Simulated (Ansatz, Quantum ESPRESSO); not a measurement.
# CaAgF3 (Pm-3m): third-order response

Wanted: vibrational spectra of CaAgF3 (Pm-3m) from linear and non-linear response.

Program: Quantum ESPRESSO 8.0 development, patched. Level of theory: DFT LDA, scalar-relativistic, plane waves, PseudoDojo norm-conserving pseudopotentials. Results are calculated unless marked as measured.

The structure was built from a prototype and need not be the compound's stable phase.

**1. The starting structure**

It takes space group Pm-3m (No. 221, cubic). Conventional cell: a = 4.520 Å, b = 4.520 Å, c = 4.520 Å, α = 90.00°, β = 90.00°, γ = 90.00°. Nearest to Ag lie 12 F at 3.20 Å. Nearest to Ca lie 6 F at 2.26 Å. Nearest to F lie 2 Ca at 2.26 Å. Farther neighbours and most contacts between anions are not listed.

As a file:

```cif
data_structure
_symmetry_space_group_name_H-M 'Pm-3m'
_symmetry_Int_Tables_number 221
_cell_length_a 4.5202
_cell_length_b 4.5202
_cell_length_c 4.5202
_cell_angle_alpha 90.000
_cell_angle_beta 90.000
_cell_angle_gamma 90.000
_cell_volume 92.36
loop_
_atom_site_label
_atom_site_type_symbol
_atom_site_symmetry_multiplicity
_atom_site_Wyckoff_symbol
_atom_site_fract_x
_atom_site_fract_y
_atom_site_fract_z
_atom_site_occupancy
Ag1 Ag 1 a 0.00000 0.00000 0.00000 1
Ca1 Ca 1 b 0.50000 0.50000 0.50000 1
F1 F 3 c 0.50000 0.50000 0.00000 1
```

**2. A first look**

A cheap run with smearing and empty bands tells whether the crystal has a gap, which decides between fixed occupations and smearing later on.

The input, probe.in:

```
&CONTROL
  calculation = 'scf'
  prefix      = 'x'
  outdir      = './tmp'
  pseudo_dir  = './pseudo'
  tprnfor     = .true.
  tstress     = .true.
  verbosity   = 'high'
/
&SYSTEM
  ibrav       = 1
  celldm(1)   = 8.54194003
  nat         = 5
  ntyp        = 3
  ecutwfc     = 86.0
  occupations = 'smearing'
  smearing    = 'gaussian'
  degauss     = 0.01
/
&ELECTRONS
  conv_thr         = 1.0d-07
  mixing_beta      = 0.7
  electron_maxstep = 100
/
ATOMIC_SPECIES
 Ag    107.8682  Ag.upf
 Ca     40.0780  Ca.upf
 F      18.9984  F.upf
ATOMIC_POSITIONS crystal
 Ag     0.000000000   0.000000000   0.000000000
 Ca     0.500000000   0.500000000   0.500000000
 F      0.500000000   0.500000000   0.000000000
 F      0.500000000   0.000000000   0.500000000
 F      0.000000000   0.500000000   0.500000000
K_POINTS automatic
 4 4 4 0 0 0
```

Command:

```
$ OMP_NUM_THREADS=1 mpirun -n 4 pw.x -nk 4 -in probe.in > probe.out
```

What it wrote:

```text
[banners, grids, parts of the stress and lines that vanish by symmetry left out]
Program PWSCF v.8.0dev
     bravais-lattice index     =            1
     lattice parameter (alat)  =       8.5419  a.u.
[...]
kinetic-energy cutoff     =      86.0000  Ry
     charge density cutoff     =     344.0000  Ry
     scf convergence threshold =      1.0E-07
[...]
Exchange-correlation= SLA-PW-NOGX-NOGC
                           (   1   4   0   0   0   0   0)
[...]
48 Sym. Ops., with inversion, found
[...]
(     0          1          0      )
                  (     0          0          1      )
[...]
(  0.0000000  1.0000000  0.0000000 )
                  (  0.0000000  0.0000000  1.0000000 )
[...]
(     0         -1          0      )
                  (     0          0          1      )
[...]
( -1.0000000  0.0000000  0.0000000 )
                  (  0.0000000  1.0000000  0.0000000 )
[...]
number of k points=    10  Gaussian smearing, width (Ry)=  0.0100
[...]
End of self-consistent calculation
[...]
the Fermi energy is     2.9107 ev
!    total energy              =    -535.13435969 Ry
[...]
convergence has been achieved in   9 iterations
[...]
atom    1 type  1   force =     0.00000000    0.00000000    0.00000000
     atom    2 type  2   force =     0.00000000    0.00000000    0.00000000
     atom    3 type  3   force =     0.00000000    0.00000000    0.00000000
     atom    4 type  3   force =     0.00000000    0.00000000    0.00000000
     atom    5 type  3   force =     0.00000000    0.00000000    0.00000000
[...]
Total force =     0.000000     Total SCF correction =     0.000000
[...]
total   stress  (Ry/bohr**3)                   (kbar)     P=      -86.98
[...]
XML data file, charge density, pseudopotentials, collected wavefunctions

   JOB DONE.
```

Wall time 16 s (4 MPI ranks of Arm Neoverse V1, shared host); 65 s of CPU time.

Read from the output:

```yaml
volume_per_atom: 18.47 Å³
pressure: -8.698 GPa
gap_on_the_k_mesh: 2.102 eV
```

A gap of 2.1 eV opens on this mesh, so the crystal is taken as an insulator; the start stands at -8.7 GPa.

**3. Relaxation**

The relaxation runs at a cutoff a fifth above that of the response, since stress converges more slowly with the basis than frequencies do. Forces and stress are brought to rest with tight thresholds.

The input, relax.in:

```
&CONTROL
  calculation   = 'vc-relax'
  prefix        = 'x'
  outdir        = './tmp'
  pseudo_dir    = './pseudo'
  tprnfor       = .true.
  tstress       = .true.
  forc_conv_thr = 2.0d-05
  etot_conv_thr = 1.0d-07
  nstep         = 40
/
&SYSTEM
  ibrav       = 1
  celldm(1)   = 8.54194003
  nat         = 5
  ntyp        = 3
  ecutwfc     = 103
  occupations = 'fixed'
  nbnd        = 27
/
&ELECTRONS
  conv_thr         = 1.0d-11
  mixing_beta      = 0.7
  electron_maxstep = 100
/
&IONS
/
&CELL
  press_conv_thr = 0.2
/
ATOMIC_SPECIES
 Ag    107.8682  Ag.upf
 Ca     40.0780  Ca.upf
 F      18.9984  F.upf
ATOMIC_POSITIONS crystal
 Ag     0.000000000   0.000000000   0.000000000
 Ca     0.500000000   0.500000000   0.500000000
 F      0.500000000   0.500000000   0.000000000
 F      0.500000000   0.000000000   0.500000000
 F      0.000000000   0.500000000   0.500000000
K_POINTS automatic
 6 6 6 0 0 0
```

Command:

```
$ OMP_NUM_THREADS=1 mpirun -n 4 pw.x -nk 4 -in relax.in > relax.out
```

What it wrote:

```text
[banners, grids, parts of the stress and lines that vanish by symmetry left out]
[banner, memory and clock lines left out]
Program PWSCF v.8.0dev

[...]
kinetic-energy cutoff     =     103.0000  Ry
     charge density cutoff     =     412.0000  Ry
     scf convergence threshold =      1.0E-11
[...]
energy convergence thresh.=      1.0E-07
     force convergence thresh. =      2.0E-05
     press convergence thresh. =      2.0E-01
     Exchange-correlation= SLA-PW-NOGX-NOGC
                           (   1   4   0   0   0   0   0)
[...]
48 Sym. Ops., with inversion, found
[...]
number of k points=    20
[...]
End of self-consistent calculation
[...]
highest occupied, lowest unoccupied level (ev):     1.7192    3.8211
!    total energy              =    -535.13447268 Ry
[...]
convergence has been achieved in  12 iterations
[...]
atom    1 type  1   force =     0.00000000    0.00000000    0.00000000
     atom    2 type  2   force =     0.00000000    0.00000000    0.00000000
     atom    3 type  3   force =     0.00000000    0.00000000    0.00000000
     atom    4 type  3   force =     0.00000000    0.00000000    0.00000000
     atom    5 type  3   force =     0.00000000    0.00000000    0.00000000
     Total force =     0.000000     Total SCF correction =     0.000000
[...]
total   stress  (Ry/bohr**3)                   (kbar)     P=      -86.94
[...]
number of bfgs steps    =   0
[...]
CELL_PARAMETERS (alat=  8.54194003)
[...]
ATOMIC_POSITIONS (crystal)
Ag               0.0000000000        0.0000000000        0.0000000000
Ca               0.5000000000        0.5000000000        0.5000000000
F                0.5000000000        0.5000000000        0.0000000000
F                0.5000000000        0.0000000000        0.5000000000
[...]
New effective cutoffs (rho, wfc):  424.19  106.11
[...]
End of self-consistent calculation
[...]
highest occupied, lowest unoccupied level (ev):     2.1829    4.2670
!    total energy              =    -535.14938718 Ry
[...]
convergence has been achieved in   9 iterations
[...]
atom    1 type  1   force =     0.00000000    0.00000000    0.00000000
     atom    2 type  2   force =     0.00000000    0.00000000    0.00000000
     atom    3 type  3   force =     0.00000000    0.00000000    0.00000000
     atom    4 type  3   force =     0.00000000    0.00000000    0.00000000
     atom    5 type  3   force =     0.00000000    0.00000000    0.00000000
     Total force =     0.000000     Total SCF correction =     0.000000
[...]
total   stress  (Ry/bohr**3)                   (kbar)     P=      -73.55
[...]
number of bfgs steps    =   1
[...]
WARNING: bfgs curvature condition failed, Theta= 0.974
[...]
CELL_PARAMETERS (alat=  8.54194003)
[...]
ATOMIC_POSITIONS (crystal)
[...]
New effective cutoffs (rho, wfc):  443.94  111.05
[...]
End of self-consistent calculation
[...]
highest occupied, lowest unoccupied level (ev):     2.9498    4.9934
!    total energy              =    -535.16551949 Ry
[...]
convergence has been achieved in  11 iterations
[...]
atom    1 type  1   force =     0.00000000    0.00000000    0.00000000
     atom    2 type  2   force =     0.00000000    0.00000000    0.00000000
     atom    3 type  3   force =     0.00000000    0.00000000    0.00000000
[...]
total   stress  (Ry/bohr**3)                   (kbar)     P=       18.84
[...]
number of bfgs steps    =   3
[...]
CELL_PARAMETERS (alat=  8.54194003)
[...]
ATOMIC_POSITIONS (crystal)
[...]
New effective cutoffs (rho, wfc):  465.40  116.42
[...]
End of self-consistent calculation
[...]
highest occupied, lowest unoccupied level (ev):     3.8147    5.8090
!    total energy              =    -535.17206041 Ry
[...]
convergence has been achieved in  10 iterations
[...]
Total force =     0.000000     Total SCF correction =     0.000000
[...]
total   stress  (Ry/bohr**3)                   (kbar)     P=       -2.55
[...]
number of bfgs steps    =   4
[...]
CELL_PARAMETERS (alat=  8.54194003)
[...]
ATOMIC_POSITIONS (crystal)
[...]
New effective cutoffs (rho, wfc):  466.45  116.68
[...]
End of self-consistent calculation
[...]
highest occupied, lowest unoccupied level (ev):     3.8580    5.8499
!    total energy              =    -535.17207644 Ry
[...]
convergence has been achieved in   8 iterations
[...]
Total force =     0.000000     Total SCF correction =     0.000000
[...]
total   stress  (Ry/bohr**3)                   (kbar)     P=       -0.12
[...]
number of bfgs steps    =   5
[...]
CELL_PARAMETERS (alat=  8.54194003)
[...]
ATOMIC_POSITIONS (crystal)
[...]
New effective cutoffs (rho, wfc):  466.50  116.69
[...]
End of self-consistent calculation
[...]
highest occupied, lowest unoccupied level (ev):     3.8601    5.8519
!    total energy              =    -535.17207648 Ry
[...]
convergence has been achieved in   6 iterations
[...]
atom    3 type  3   force =     0.00000000    0.00000000    0.00000000
     atom    4 type  3   force =     0.00000000    0.00000000    0.00000000
     atom    5 type  3   force =     0.00000000    0.00000000    0.00000000
     Total force =     0.000000     Total SCF correction =     0.000000
[...]
total   stress  (Ry/bohr**3)                   (kbar)     P=        0.00
[...]
bfgs converged in   7 scf cycles and   6 bfgs steps
[...]
End of BFGS Geometry Optimization
     Final enthalpy           =    -535.1720764758 Ry
     File ./tmp/x.bfgs deleted, as requested
[...]
CELL_PARAMETERS (alat=  8.54194003)
[...]
ATOMIC_POSITIONS (crystal)
[...]
F                0.5000000000        0.0000000000        0.5000000000
F                0.0000000000        0.5000000000        0.5000000000
[...]
Final scf calculation at the relaxed structure.
[...]
kinetic-energy cutoff     =     103.0000  Ry
     charge density cutoff     =     412.0000  Ry
     scf convergence threshold =      1.0E-13
[...]
press convergence thresh. =      2.0E-01
     Exchange-correlation= SLA-PW-NOGX-NOGC
                           (   1   4   0   0   0   0   0)
[...]
48 Sym. Ops., with inversion, found
[...]
number of k points=    20
[...]
End of self-consistent calculation
[...]
highest occupied, lowest unoccupied level (ev):     3.8601    5.8519
!    total energy              =    -535.17205994 Ry
[...]
convergence has been achieved in  14 iterations
[...]
atom    1 type  1   force =     0.00000000    0.00000000    0.00000000
     atom    2 type  2   force =     0.00000000    0.00000000    0.00000000
     atom    3 type  3   force =     0.00000000    0.00000000    0.00000000
     atom    4 type  3   force =     0.00000000    0.00000000    0.00000000
     atom    5 type  3   force =     0.00000000    0.00000000    0.00000000
     Total force =     0.000000     Total SCF correction =     0.000000
[...]
total   stress  (Ry/bohr**3)                   (kbar)     P=       -0.05
[...]
XML data file, charge density, pseudopotentials, collected wavefunctions
```

Elapsed: 3.6 min, on 4 MPI ranks; 14 min of CPU time.

Relaxation path:

```csv
step,energy less that of the first step (eV),largest force (eV/Å),pressure (GPa),volume (Å³)
1,0.0000,0.0000,-8.69,92.36
2,-0.2029,0.0000,-7.35,88.32
3,-0.4224,0.0000,-4.50,82.50
4,-0.5009,0.0000,1.88,74.72
5,-0.5114,0.0000,-0.26,76.86
6,-0.5116,0.0000,-0.01,76.60
7,-0.5116,0.0000,0.00,76.58
8,-0.5114,0.0000,-0.01,76.58
```

```csv
"conventional cell, symmetrised",before,after,change
a (Å),4.520,4.247,-6.1 %
b (Å),4.520,4.247,-6.1 %
c (Å),4.520,4.247,-6.1 %
volume (Å³/atom),18.47,15.32,-17.1 %
```

Final coordinates:

```
CELL_PARAMETERS angstrom
4.24665 0.00000 0.00000
0.00000 4.24665 0.00000
0.00000 0.00000 4.24665
ATOMIC_POSITIONS crystal
Ag 0.00000 0.00000 0.00000
Ca 0.50000 0.50000 0.50000
F 0.50000 0.50000 0.00000
F 0.50000 0.00000 0.50000
F 0.00000 0.50000 0.50000
```

The last row of the table of steps is pw.x's closing run on a basis chosen anew for the final cell, so its energy can jump.

Read from the output:

```
volume per atom   : 15.32 Å³
pressure          : -0.005 GPa
gap on the k-mesh : 1.992 eV
```

The volume changes by -17.1 % from the cell with which this run began.

**4. Ground state**

Perturbation theory inherits every error of the wavefunctions, so the threshold is set near the limit of the arithmetic. With a gap, occupations are fixed, which also allows the response to an electric field.

The input, scf.in:

```
&CONTROL
  calculation = 'scf'
  prefix      = 'x'
  outdir      = './tmp'
  pseudo_dir  = './pseudo'
  tprnfor     = .true.
  tstress     = .true.
/
&SYSTEM
  ibrav       = 1
  celldm(1)   = 8.02499664
  nat         = 5
  ntyp        = 3
  ecutwfc     = 86.0
  occupations = 'fixed'
  nbnd        = 27
/
&ELECTRONS
  conv_thr         = 1.0d-12
  mixing_beta      = 0.7
  electron_maxstep = 100
/
ATOMIC_SPECIES
 Ag    107.8682  Ag.upf
 Ca     40.0780  Ca.upf
 F      18.9984  F.upf
ATOMIC_POSITIONS crystal
 Ag     0.000000000   0.000000000   0.000000000
 Ca     0.500000000   0.500000000   0.500000000
 F      0.500000000   0.500000000   0.000000000
 F      0.500000000   0.000000000   0.500000000
 F      0.000000000   0.500000000   0.500000000
K_POINTS automatic
 6 6 6 0 0 0
```

Command:

```
$ OMP_NUM_THREADS=1 mpirun -n 4 pw.x -nk 4 -in scf.in > scf.out
```

What it wrote:

```text
[banners, grids, parts of the stress and lines that vanish by symmetry left out]
[banner, memory and clock lines left out]
Program PWSCF v.8.0dev

[...]
kinetic-energy cutoff     =      86.0000  Ry
     charge density cutoff     =     344.0000  Ry
     scf convergence threshold =      1.0E-12
[...]
Exchange-correlation= SLA-PW-NOGX-NOGC
                           (   1   4   0   0   0   0   0)
[...]
48 Sym. Ops., with inversion, found
[...]
number of k points=    20
[...]
End of self-consistent calculation
[...]
highest occupied, lowest unoccupied level (ev):     3.8601    5.8519
!    total energy              =    -535.17197532 Ry
[...]
convergence has been achieved in  12 iterations
[...]
atom    1 type  1   force =     0.00000000    0.00000000    0.00000000
     atom    2 type  2   force =     0.00000000    0.00000000    0.00000000
     atom    3 type  3   force =     0.00000000    0.00000000    0.00000000
     atom    4 type  3   force =     0.00000000    0.00000000    0.00000000
     atom    5 type  3   force =     0.00000000    0.00000000    0.00000000
     Total force =     0.000000     Total SCF correction =     0.000000
[...]
total   stress  (Ry/bohr**3)                   (kbar)     P=       -0.07
[...]
XML data file, charge density, pseudopotentials, collected wavefunctions
```

Wall time 20 s (4 MPI ranks).

Read from the output:

* pressure: -0.007000 GPa

The cell stands at -0.0070 GPa, close enough for phonons.

(Continued in part 2 of 3.)

[Host names and launcher messages were left out of these logs when they were recorded.]

[Logs are printed without paths, hosts, clocks, repeated set-up lines and the standing remarks that a program may print on its own settings, such as how far it seeks lower states.]

[Hosts, paths, dates, database ids (printed as entryN), source tags and the programs' standing remarks are cut or masked in the printed files.]
